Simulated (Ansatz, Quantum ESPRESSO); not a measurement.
# ScB2 (P6/mmm): zone-centre phonons, part 3 of 3

Which modes does ScB2 (P6/mmm) have at the zone centre?

Quantum ESPRESSO 7.5; DFT LDA, scalar-relativistic, plane waves, GBRV ultrasoft pseudopotentials.

So far, highest optical zone-centre mode (no LO-TO term) (cm⁻¹): step 6 (modes with the sum rule) 812; step 8 (without ASR) 812.

### 9. The same in Ansatz

The same cell goes through another code, with its own cutoff. It uses its own PAW datasets, so the potentials differ. Its k mesh is centred on Γ.

This step: DFT LDA, scalar-relativistic, plane waves, PAW (Ansatz 0.2.0).

The input, input.yaml:

```yaml
crystal:
  lattice:
    - [3.1026263539, 0.0, 0.0]
    - [-1.5513131772, 2.6869532408, 0.0]
    - [0.0, 0.0, 3.454016503]
  atoms:
    - { symbol: Sc, position: [0.0, 0.0, 0.0] }
    - { symbol: B, position: [0.3333333333, 0.6666666667, 0.5] }
    - { symbol: B, position: [0.6666666667, 0.3333333333, 0.5] }
kpoints:
  mp_grid: { grid: [12, 12, 10] }
hamiltonian:
  xc: lda
scf:
  occupations: { method: cold, width: 0.27211 }
output:
  eigenvalues: true
phonons:
  method: dfpt
```

Run with:

```console
ansatz run input.yaml --threads 4 --pin off --max-ram 8192MiB --backend cpu --events-out ev --progress --plain --runs-dir out
```

Numbers of over 12 decimals in the logs are rounded to 6 here.

What it wrote:

```text
zone centre: on kpoints.mp_grid the ground state, and the responses unless they are solved on pairs of k-points, stand on 258 of the mesh's 1440 k-points, reduced under 4 symmetry operations, with k and −k counted as one. Each operation leaves every solved displacement unchanged or reverses it
Engine: ansatz 0.2.0, aarch64-unknown-linux-gnu
Pseudopotentials: kind: paw
Pseudopotential: Sc, paw, valence charge 11, recommended cutoff 420 eV (normal), Sc.paw.azcp
Pseudopotential: B, paw, valence charge 3, recommended cutoff 420 eV (normal), B.paw.azcp
Functional definition: SPW92
  exchange = slater_x
  correlation = pw_c
Crystal: 3 atoms, lattice volume = 28.795 Å³
Basis set: ecut = 420 eV, 563 PW (Γ), exchange–correlation on 48×48×48 points (8 copies of the dense FFT grid, shifted against one another)
Bands: 13, of which v1, the nominal top of the filled ones, is band 9 counted from 1 (8 counted from 0)
Symmetry: 24 space group operations
k-points: 258 of 1440 (irreducible under 4 space group operations, time reversal used)
Non-local potential: Sc, projectors of the file, l = 0: 3, l = 1: 2, l = 2: 3, l = 3: 1
Non-local potential: B, projectors of the file, l = 0: 2, l = 1: 2, l = 2: 1
PAW form: soft (Blöchl's): semilocal exchange-correlation on the pseudo side does not see the compensation charge
PAW frozen core: Sc, regenerated for the run's functional, and the local potential with it (the file was generated under x = pbe(κ = 0.804, μ = 0.219515), c = pbe(β = 0.066725))
PAW frozen core: B, regenerated for the run's functional, and the local potential with it (the file was generated under x = pbe(κ = 0.804, μ = 0.219515), c = pbe(β = 0.066725))
PAW one-centre angular grid: Sc, 590 points (default); XC on 64 Gauss nodes
PAW one-centre angular grid: B, 110 points (default); XC on 64 Gauss nodes
Initial density: superposition of atomic densities (neutral atoms: chi_scale 0, normalization atom), corrected by the library's trained network
Initial wavefunctions: pseudopotential atomic-orbital guess
Functional: x = slater, c = lda
SCF iter   1: F=—  HF=-2391.320743 eV  |F-HF|=—  |Δ(HF+E_count)|=         —  Δρ=4.66e-3  dr2=2.59e-3  ethr=1.77e-3  ⟨swp⟩=4.3  Hψ=15556  notcnv=0
preconditioner: auto → none  [metal: Δε(μ)=0.056 eV  Ē_g=17.368 eV  σ=0.272 eV  W_gap=0.14  n_scr=8 (ndim 8)  ℏωp=26.8 eV  f_vac=0.000  D(μ)=0.89/eV (n_scr^D=8)  sad-step TF]
SCF iter   2: F=—  HF=-2391.320039 eV  |F-HF|=—  |Δ(HF+E_count)|=   7.05e-4  S|Δr|=    0.00e0  Δρ=2.57e-3  dr2=7.65e-4  ethr=1.53e-5  ⟨swp⟩=1.5  Hψ=6328  notcnv=0
SCF iter   3: F=—  HF=-2391.319939 eV  |F-HF|=—  |Δ(HF+E_count)|=   9.97e-5  S|Δr|=    0.00e0  Δρ=2.71e-4  dr2=1.23e-5  ethr=4.50e-6  ⟨swp⟩=1.7  Hψ=4487  notcnv=0
SCF iter   4: F=—  HF=-2391.319937 eV  |F-HF|=—  |Δ(HF+E_count)|=   2.17e-6  S|Δr|=    0.00e0  Δρ=3.94e-5  dr2=5.44e-7  ethr=7.21e-8  ⟨swp⟩=2.6  Hψ=5701  notcnv=0
SCF iter   5: F=—  HF=-2391.319936 eV  |F-HF|=—  |Δ(HF+E_count)|=   3.79e-7  S|Δr|=    0.00e0  Δρ=6.44e-6  dr2=5.53e-9  ethr=3.20e-9  ⟨swp⟩=2.0  Hψ=5197  notcnv=0
SCF iter   6: F=—  HF=-2391.319936 eV  |F-HF|=—  |Δ(HF+E_count)|=   2.30e-9  S|Δr|=    0.00e0  Δρ=4.12e-7  dr2=2.79e-11  ethr=3.25e-11  ⟨swp⟩=2.7  Hψ=5415  notcnv=0
SCF iter   7: F=-2391.319936 eV  HF=-2391.319936 eV  |F-HF|=0.00e0  |Δ(HF+E_count)|=  3.64e-12  S|Δr|=    0.00e0  Δρ=5.19e-8  dr2=5.41e-13  ethr=1.00e-12  ⟨swp⟩=5.1  Hψ=11769  notcnv=0
SCF 1 converged in 7 iterations: F = -2391.319936 eV  dr2 = 5.41e-13
  greatest PAW one-centre occupation: 0.998 electrons in one spin orbital (limit 2), on the Sc atom at site 0 (counted from 0), in its partial waves of l = 0
DFPT response loops at Γ: preconditioner auto → Kerker (q_TF=auto, 2.499 Å⁻¹) (partly filled bands, converged f_vac=0.000); β = 1.00, the filter's whole step (`scf.mixing.beta` (0.50) is not read by the response loops under this deck's `scf.mixing.preconditioner`; to damp them name `kerker` or `kerker_dos`, under which they read `scf.mixing.beta`, and type it under 1.00, their step now; both keys bind the ground state too); Broyden in place of MSR1
SCF converged after 7 iterations
Stability not checked: this state was not tested for a lower state beside it, because cold or Methfessel-Paxton smearing, or corrected tetrahedra, fill the levels in a way that the test cannot read (fill_not_monotonic; see scf.lower_state_search)
Free energy (F): -2391.319936 eV
Harris-Foulkes:  -2391.319936 eV  (|F-HF|=0.00e0)
Internal energy: -2391.319559 eV  (E = F + TS)
E sigma→0 (E₀):  -2391.319811 eV
Entropy (-TS):   -0.000377 eV (-0.126 meV/atom)
Fermi energy:    12.411798 eV
--- Per-component energies (eV) ---
  E_band       = -81.955267
  E_kinetic    = 365.277829
  E_local      = -719.049495  (includes V_loc(G=0)·N_el)
  E_nonlocal   = 108.889529
  E_hartree    = 247.764262
  E_xc         = -170.586961
  E_vxc        = -209.266988  (∫ρ·V_xc dr)
  E_paw        = -1055.148665  (= ΣΔE_a)
  E_vpaw       = -123.334680  (= ΣTr[D̂ρ^β])
  E_aug_tail   = -0.000000  (compensation charges beyond the density's cutoff)
  E_ewald      = -1168.862649
  E_core_change = 0.396591  (= ΣΔE_core)
  E_smearing   = -0.000377  (= −TS)
  E_closure    = -0.000000  (closes the sum)
  Σ components = -2391.319936   (vs F -2391.319936, Δ=0.00e0)
--- Band table (eV; the first three rows and the last of 258) ---
  k-point 0: bands = [... 5 lower, 10.9570, 11.4693, 11.4693, 11.9487, 16.6643, 16.6643, 17.4901, 17.4901]
  k-point 1: bands = [... 5 lower, 10.1081, 11.5564, 11.5564, 12.7378, 16.2506, 16.2506, 17.2761, 17.2761]
  k-point 2: bands = [... 5 lower, 8.9113, 11.8110, 11.8110, 13.7811, 15.5421, 15.5421, 16.7083, 16.7083]
  k-point 257: bands = [... 5 lower, 6.7886, 8.6527, 10.0096, 11.3490, 16.8750, 17.9283, 18.1336, 18.7747]
--- Phonons (Γ-DFPT): 4 representative perturbations + reference, on 258 of 1440 k-points (Σ response iterations 12) ---
  k mesh reduced under 4 symmetry operations, with k and −k counted as one. Each operation leaves every solved displacement unchanged or reverses it
  ASR residual: 5.933e-5 → 0.000e0 eV/Å²; symmetrization residual: 4.654e-7 eV/Å²
  ASR residual per site (eV/Å²): 5.93e-5 7.53e-6 7.53e-6
  Γ frequencies (cm⁻¹): 0.00 0.00 0.00 432.80 432.80 440.38 629.83 808.88 808.88
  non-analytic LO–TO correction: not included (Born effective charges unavailable; polar crystals: no LO–TO splitting at Γ)
```

Wall time 17 s (4 threads of Arm Neoverse N1, shared host); peak memory 0.61 GiB.

Read from the output:

```yaml
sum_rule_residual_before_enforcement: 5.93e-5 eV/Å²
highest_optical_zone_centre_mode_no_lo_to_term: 808.9 cm⁻¹
lowest_optical_zone_centre_mode: 432.8 cm⁻¹
```

### 10. Side by side: QE GBRV and Ansatz, PAW

Numbers from this step:

```
root-mean-square difference : 2.11 cm⁻¹
largest difference          : 3.39 cm⁻¹
```

Frequencies side by side, by row:

```
q (reciprocal lattice)  mode  QE GBRV (cm⁻¹)  Ansatz, PAW (cm⁻¹)
                 0 0 0     1               0                   0
                 0 0 0     2               0                   0
                 0 0 0     3               0                   0
                 0 0 0     4           433.4               432.8
                 0 0 0     5           433.4               432.8
                 0 0 0     6             442               440.4
                 0 0 0     7           629.2               629.8
                 0 0 0     8           812.3               808.9
                 0 0 0     9           812.3               808.9
```

At the zone centre the largest difference (acoustic modes at Γ apart) is 0.4 % of the highest mode.

### 11. Summary of results

```yaml
space_group_after_relaxation: P6/mmm
volume_per_atom: 9.60 Å³
highest_optical_zone_centre_mode_no_lo_to_term: 812.3 cm⁻¹
lowest_optical_zone_centre_mode: 433.4 cm⁻¹
imaginary_optical_modes_at_the_zone_centre_no_q_mesh_in_this_session: none
largest_difference_from_ansatz_paw: 3.39 cm⁻¹
```

At the LDA level the optical modes of ScB2 (P6/mmm) at the zone centre run from 433 to 812 cm⁻¹. Of the 6 optical modes, 3 are infrared active alone, 1 is silent and 2 are Raman active alone; inversion symmetry keeps the two sets apart. QE GBRV and Ansatz, PAW differ by 2.1 cm⁻¹ in the root mean square and by 3.4 cm⁻¹ at most, 0.4 % of the highest mode compared (acoustic modes at Γ left out); the two use different potentials, and the cell was not relaxed for the second set. These are harmonic frequencies at zero temperature: anharmonic shifts and linewidths and thermal expansion are left out. In a metal the frequencies hang on the k mesh and the smearing, most of all near Kohn anomalies. The runs are without spin polarisation, although the cell has an odd electron count or an open d or f shell, so a magnetic state was not tested. The LDA runs differ in the fit of the correlation energy, Perdew-Zunger in some and Perdew-Wang in others.

[Host names and launcher messages were left out of these logs when they were recorded.]

[Logs are printed without paths, hosts, clocks, repeated set-up lines and the standing remarks that a program may print on its own settings, such as how far it seeks lower states.]

[Hosts, paths, dates, database ids (printed as entryN), source tags and the programs' standing remarks are cut or masked in the printed files.]
